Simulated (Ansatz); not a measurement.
## Twisted Zr2CO2 MXene bilayer, 21.79° (70 atoms): geometry optimisation

Aim: bring twisted Zr2CO2 MXene bilayer, 21.79° (70 atoms) to a nearby minimum of the energy and see what moves.

Program: Ansatz 0.2.0. Level of theory: Kohn-Sham DFT, PBE+D4, PAW (set soft_2), plane waves. Results are calculated unless marked as measured.

## 1. Starting point

The cell holds 70 atoms: 14 C, 28 Zr and 28 O. Cell: a = 8.757 Å, b = 8.757 Å, c = 28.110 Å, α = 90.0°, β = 90.0°, γ = 120.0°. It derives from Zr2CO2 (Zr2CO2 MXene). Zr2CO2 MXene (a = 3.31 Å) under Zr2CO2 MXene (a = 3.31 Å), bilayer, commensurate cell of 7 unit cells a layer, twist 21.79 deg; facing planes 2.91 Å apart; 16 Å of vacuum; layers as built, displaced by a Gaussian of 0.01 Å. Regions: layer 1, 35 atoms (7 C, 14 Zr and 14 O); layer 2, 35 atoms (7 C, 14 Zr and 14 O). Vacuum lies along c.

Before any run, some limits are plain. Sampling is at Γ alone, for a cell whose shortest periodic width is 8 Å.

## 2. Single point at the start

A single point comes first, to see the forces before anything moves.

File input.yaml:

```yaml
crystal:
  lattice:
    - [8.7574, 0.0, 0.0]
    - [-4.3787, 7.58413, 0.0]
    - [0.0, 0.0, 28.11]
  atoms:
    - { symbol: C, position: [0.00058, 0.99973, 0.36604] }
    - { symbol: Zr, position: [0.18937, 0.2383, 0.41504] }
    - { symbol: Zr, position: [0.24002, 0.04592, 0.31734] }
    - { symbol: O, position: [0.23888, 0.04798, 0.44757] }
    [... 60 atom lines left out ...]
    - { symbol: O, position: [0.94957, 0.76139, 0.55166] }
    - { symbol: C, position: [0.85583, 0.28417, 0.63329] }
    - { symbol: Zr, position: [0.09546, 0.47593, 0.68215] }
    - { symbol: Zr, position: [0.04608, 0.23714, 0.58468] }
    - { symbol: O, position: [0.04655, 0.23803, 0.71523] }
    - { symbol: O, position: [0.09544, 0.4756, 0.55133] }
kpoints:
  mp_grid: { grid: [1, 1, 1] }
hamiltonian:
  xc: pbe
  dispersion: d4
scf:
  occupations: { method: fixed }
output:
  forces: true
  populations: intrinsic
  dos:
    method: { smearing: { sigma: 0.1 } }
    de: 0.1
    projected:
      site_lists:
        C: [C]
        O: [O]
        Zr: [Zr]
        layer_1: [0, 1, 2, 3, 4, 5, 6, 7, 8, 9, 10, 11, 12, 13, 14, 15, 16, 17, 18, 19, 20, 21, 22, 23, 24, 25, 26, 27, 28, 29, 30, 31, 32, 33, 34]
        layer_2: [35, 36, 37, 38, 39, 40, 41, 42, 43, 44, 45, 46, 47, 48, 49, 50, 51, 52, 53, 54, 55, 56, 57, 58, 59, 60, 61, 62, 63, 64, 65, 66, 67, 68, 69]
  eigenvalues: true
```

Command:

```bash
$ ansatz run input.yaml --threads 4 --pin off --max-ram 8192MiB --backend cpu --events-out ev --progress --plain --runs-dir out
```

The job ended after 13 s (4 threads of Intel Xeon 6975P-C (Granite Rapids), shared host; peak memory 2.2 GiB).

Read from the output:

| Quantity | Value |
| --- | --- |
| free energy | -136646.6166 eV |
| free energy per atom | -1952.0945 eV/atom |
| SCF cycles | 11 |
| r.m.s. force component | 0.246 eV/Å |
| longest force | 0.9457 eV/Å |
| Fermi energy | 3.108 eV |
| gap (highest filled to lowest empty level) | 1.52 eV |

The r.m.s. force component of 0.25 eV/Å sets the starting point.

Length of the force by element:

```tsv
element	coordination	atoms	mean length of the force (eV/Å)	spread	least	most
C	all	14	0.210	0.0926	0.0889	0.451
O	all	28	0.211	0.0834	0.0739	0.417
Zr	all	28	0.593	0.156	0.281	0.946
```

## 3. Relaxation

The atoms are relaxed in the fixed cell, aiming at the force tolerance of the input.

input.yaml, the sections that differ from step 2:

```yaml
output:
  forces: true
relax:
  f_tol: 0.03
  max_steps: 200
# crystal, kpoints, hamiltonian, scf: as in step 2
```

The job ended after 28 s (4 threads; peak memory 2.1 GiB).

Relaxation path:

```tsv
step	energy less that of the first step (eV)	largest force component (eV/Å)
1	0.0000	0.8655
2	1.0528	1.3852
3	-0.3100	0.0536
4	-0.3116	0.0018
```

Relaxation step 2 was tried and not accepted.

The atoms that moved most (Å):

```tsv
atom	dx	dy	dz	length
Zr28	-0.023	0.013	-0.039	0.047
Zr43	0.006	0.020	-0.040	0.045
O50	-0.010	-0.011	-0.040	0.043
O4	-0.002	-0.012	0.039	0.041
O34	-0.004	0.019	0.035	0.040
Zr63	-0.006	-0.009	-0.038	0.039
O65	0.031	0.001	-0.020	0.037
O9	-0.024	-0.008	0.027	0.037
```

The relaxation changed the energy by -4.45 meV/atom, and atoms moved by 0.027 Å r.m.s., 0.047 Å at most.

## 4. Local order after relaxation

Bonds before and after, by the cutoffs listed below:

```tsv
pair	bonds before	bonds after	mean before (Å)	mean after (Å)	spread before (Å)	spread after (Å)
O-Zr	84	84	2.124	2.122	0.015	0.003
Zr-C	84	84	2.351	2.365	0.014	0.002
```

Normalised to the volume that the atoms fill. Pair distribution functions g(r), in bins of 0.2 Å:

```tsv
r (Å)	total	O-O	O-Zr	O-C	Zr-Zr	Zr-C	C-C
2.10	2.83	0.00	8.85	0.00	0.00	0.00	0.00
2.30	2.27	0.00	0.00	0.00	0.00	14.20	0.00
2.50	0.00	0.00	0.00	0.00	0.00	0.00	0.00
2.70	0.00	0.00	0.00	0.00	0.00	0.00	0.00
2.90	0.24	0.11	0.00	1.40	0.00	0.00	0.00
3.10	1.28	0.58	0.00	7.40	0.00	0.00	0.00
3.30	3.46	7.29	0.00	0.00	10.75	0.00	14.50
3.50	0.07	0.45	0.00	0.00	0.00	0.00	0.00
3.70	0.33	0.13	0.97	0.00	0.00	0.00	0.00
3.90	0.93	0.26	2.79	0.00	0.00	0.00	0.00
4.10	0.82	0.00	0.17	0.00	0.00	4.82	0.00
4.30	0.20	0.60	0.31	0.00	0.00	0.00	0.00
4.50	0.68	0.00	0.14	4.00	0.00	0.00	0.00
4.70	0.42	0.26	0.26	0.00	1.83	0.00	0.00
4.90	1.19	0.23	3.47	0.00	0.24	0.00	0.00
5.10	1.23	1.36	3.05	0.00	0.21	0.00	0.00
5.30	1.23	0.61	0.30	0.41	0.20	5.85	0.00
5.50	0.94	0.00	0.19	5.55	0.00	0.00	0.00
5.70	1.47	2.62	0.00	0.17	5.20	0.00	4.88
5.90	0.13	0.16	0.17	0.33	0.00	0.00	0.00
6.10	0.35	1.24	0.15	0.31	0.16	0.15	0.00
6.30	0.14	0.00	0.21	0.14	0.00	0.29	0.00
6.50	0.27	0.28	0.16	0.54	0.41	0.14	0.00
6.70	0.87	1.82	0.19	0.12	1.82	0.39	3.65
6.90	1.52	1.82	3.61	0.12	0.12	0.24	0.00
7.10	0.67	0.11	0.23	0.23	0.00	3.36	0.00
7.30	0.84	0.22	0.42	3.56	0.22	0.43	0.00
7.50	0.88	0.30	1.60	0.00	1.76	0.20	0.07
```

Bonds by pair of elements; cutoffs follow the first minimum of g(r), held within bounds set by covalent radii, and pairs that aren't listed don't count as bonded:

```tsv
pair A-B	cutoff (Å)	bonds	mean length (Å)	spread (Å)	shortest (Å)	B about A	A about B
O-Zr	2.82	84	2.12	0.003	2.12	3	3
Zr-C	2.81	84	2.37	0.002	2.36	3	6
```

How many atoms have how many bonded neighbours:

```tsv
element	mean	3	6
C	6	0	14
O	3	28	0
Zr	6	0	28
```

Bond angles (no mean is given where the spread exceeds 20°):

```tsv
angle	count	mean (°)	spread (°)
C-Zr-O	252	-	-
Zr-C-Zr	210	-	-
Zr-O-Zr	84	102	0.2
O-Zr-O	84	102	0.1
C-Zr-C	84	88.8	0.1
```

By these cutoffs all C atoms have 6, all O atoms have 3 and all Zr atoms have 6 bonded neighbours.

## 5. Single point at the relaxed geometry

The electronic structure is read at the final geometry, in a run of its own.

File input.yaml:

```yaml
crystal:
  lattice:
    - [8.7574, 0.0, 0.0]
    - [-4.3787, 7.58413, 0.0]
    - [0.0, 0.0, 28.11]
  atoms:
    - { symbol: C, position: [0.9997, 0.99977, 0.3666] }
    - { symbol: Zr, position: [0.19042, 0.23773, 0.41624] }
    - { symbol: Zr, position: [0.23773, 0.04739, 0.31701] }
    - { symbol: O, position: [0.23785, 0.04636, 0.44897] }
    [... 60 atom lines left out ...]
    - { symbol: O, position: [0.95321, 0.76149, 0.55096] }
    - { symbol: C, position: [0.857, 0.28519, 0.63346] }
    - { symbol: Zr, position: [0.09504, 0.47574, 0.683] }
    - { symbol: Zr, position: [0.04701, 0.23757, 0.58368] }
    - { symbol: O, position: [0.04742, 0.2377, 0.71585] }
    - { symbol: O, position: [0.09505, 0.47545, 0.55108] }
kpoints:
  mp_grid: { grid: [1, 1, 1] }
hamiltonian:
  xc: pbe
  dispersion: d4
scf:
  occupations: { method: fixed }
output:
  forces: true
  populations: true
  dos:
    method: { smearing: { sigma: 0.08 } }
    de: 0.1
    projected:
      site_lists:
        C: [C]
        O: [O]
        Zr: [Zr]
        layer_1: [0, 1, 2, 3, 4, 5, 6, 7, 8, 9, 10, 11, 12, 13, 14, 15, 16, 17, 18, 19, 20, 21, 22, 23, 24, 25, 26, 27, 28, 29, 30, 31, 32, 33, 34]
        layer_2: [35, 36, 37, 38, 39, 40, 41, 42, 43, 44, 45, 46, 47, 48, 49, 50, 51, 52, 53, 54, 55, 56, 57, 58, 59, 60, 61, 62, 63, 64, 65, 66, 67, 68, 69]
  eigenvalues: true
  write_density: true
  write_potential: true
  volumetric_format: npy
  elf: true
```

Run time: 15 s. Hardware: 4 threads; peak memory 2.2 GiB; 55 s of CPU time.

Numbers from this run:

```yaml
free_energy: -136646.9282 eV
free_energy_per_atom: -1952.0990 eV/atom
scf_cycles: 10
r_m_s_force_component: 0.00109 eV/Å
longest_force: 0.00391 eV/Å
fermi_energy: 3.178 eV
spacing_of_highest_filled_and_lowest_empty_level: 1.581 eV
potential_in_mid_vacuum_over_the_fermi_level: 5.487 eV
potential_4p5_a_over_the_upper_face: 5.486 eV
potential_4p5_a_under_the_lower_face: 5.488 eV
spilling_of_the_projection: 0.004022
```

Löwdin charges by element (they lack the spilled electrons, 0.032 e an atom on average):

```tsv
element	coordination	atoms	mean charge (e)	spread	least	most
C	all	14	-0.900	7.0e-4	-0.902	-0.899
O	all	28	-0.636	0.0022	-0.638	-0.631
Zr	all	28	1.17	0.0051	1.16	1.17
```

By region:

```tsv
region	atoms	mean length of the force (eV/Å)
layer 1	35	0.002
layer 2	35	0.002
```

States in the cell by windows of 1 eV, zero at the Fermi level; the larger projections on atomic orbitals stand beside the total:

```tsv
from (eV)	to (eV)	total	layer 1	layer 2	Zr d	O p	C p	C s
-14	-10	0.0	0.0	0.0	0.0	0.0	0.0	0.0
-10	-9	28.0	14.0	14.0	5.9	0.4	0.1	16.7
-9	-6	0.0	0.0	0.0	0.0	0.0	0.0	0.0
-6	-5	14.4	7.2	7.2	3.8	8.2	1.2	0.1
-5	-4	101.5	50.6	50.6	24.5	65.8	5.8	0.7
-4	-3	52.0	25.8	25.8	8.1	38.4	2.5	0.8
-3	-2	24.0	11.9	11.9	6.8	8.0	8.1	0.0
-2	-1	51.2	25.2	25.2	12.6	11.4	24.4	0.1
-1	0	7.0	3.5	3.5	0.8	1.8	4.2	0.0
0	1	1.8	0.9	0.9	0.2	0.4	1.1	0.0
1	2	32.0	15.7	15.7	24.9	4.4	2.0	0.0
2	3	6.1	2.8	2.8	4.4	1.0	0.2	0.0
3	4	76.8	37.9	37.9	61.3	6.1	6.4	0.1
```

The curve was stored every 0.10 eV, coarse against its broadening of 0.08 eV, so these counts are rough.

With fixed occupations the program's Fermi level is the highest filled level; weight inside the gap is the broadening of levels at its edges.

Between -26 and -14 eV lie 56 more states.

The stored curve holds about 336 of the 560 electrons; the rest, give or take the few that broadening carries across the Fermi level, lie in deeper levels below its range.

The levels nearest the highest filled one (over half full), pooled over k-points and spins:

```tsv
level less the highest filled one (eV)	occupation
-1.25	2
-0.971	2
-8.0e-4	2
-6.0e-4	2
0	2
0	2
1.58	0
1.60	0
1.60	0
1.61	0
1.61	0
1.61	0
```

Planar average of the electrostatic potential energy along the normal, with the Fermi level as zero, after a running mean with a triangular window 4 Å wide at its base:

```tsv
height (Å)	potential energy (eV)
0.0	5.49
0.7	5.49
1.6	5.49
2.3	5.49
3.2	5.49
4.0	5.49
4.8	5.48
5.6	5.35
6.4	3.80
7.2	-0.07
8.1	-6.64
8.8	-10.01
9.5	-9.74
10.4	-8.99
11.1	-9.82
12.0	-9.51
12.7	-5.41
13.6	0.35
14.3	0.86
15.2	-4.36
16.0	-8.94
16.8	-10.06
17.6	-9.04
18.4	-9.49
19.2	-10.22
19.9	-7.55
20.8	-1.12
21.5	3.25
22.4	5.26
23.1	5.47
24.0	5.49
24.7	5.49
25.6	5.49
26.4	5.49
27.2	5.49
28.0	5.49
```

Mean Löwdin charges: C -0.90, O -0.64, Zr +1.17 e (they miss 0.40 % of the electrons, so they add up to more than the cell's charge). The largest share in the top eV of filled states is C p (61 % of the projected weight), and in the lowest eV of empty states Zr d (79 % of the projected weight). The potential stands 5.49 eV above the highest filled level over the upper face and 5.49 eV under the lower one, a reading of the ionisation potential at this level on the run's k-points.

## 6. Summary of results

| Item | Value |
| --- | --- |
| energy change in the relaxation | -4.451 meV/atom |
| r.m.s. displacement | 0.027 Å |
| largest displacement | 0.047 Å |
| free energy per atom | -1952.0990 eV/atom |
| r.m.s. force component | 0.00109 eV/Å |
| gap (highest filled to lowest empty level) | 1.581 eV |
| potential in mid-vacuum, over the Fermi level | 5.487 eV |
| wall time of the 3 DFT runs | 56 s |

In words: Relaxation lowers the energy by 4.45 meV/atom and moves atoms by 0.027 Å r.m.s.; the r.m.s. force component goes from 0.25 to 0.0011 eV/Å, and the gap from 1.52 to 1.58 eV. By the final cutoffs no bond was broken or made. From the first step to the last the energy fell by 0.312 eV, and the largest move was 0.047 Å (Zr28). The Zr-C bonds change most in mean length: from 2.351 Å (spread 0.014) to 2.365 Å (spread 0.002). With the cutoffs above, all C atoms have 6, all O atoms have 3 and all Zr atoms have 6 bonded neighbours. Between filled and empty levels lie 1.58 eV at Γ alone; the mesh holds the band edges only if they fold onto it, so the gap at this level can be narrower or closed, while semilocal functionals tend to narrow gaps against experiment. The potential stands 5.49 eV above the highest filled level over the upper face and 5.49 eV under the lower one, a reading of the ionisation potential at this level on the run's k-points.

[Logs are printed without paths, hosts, clocks, repeated set-up lines and the standing remarks that a program may print on its own settings, such as how far it seeks lower states.]

[Hosts, paths, dates, database ids (printed as entryN), source tags and the programs' standing remarks are cut or masked in the printed files.]
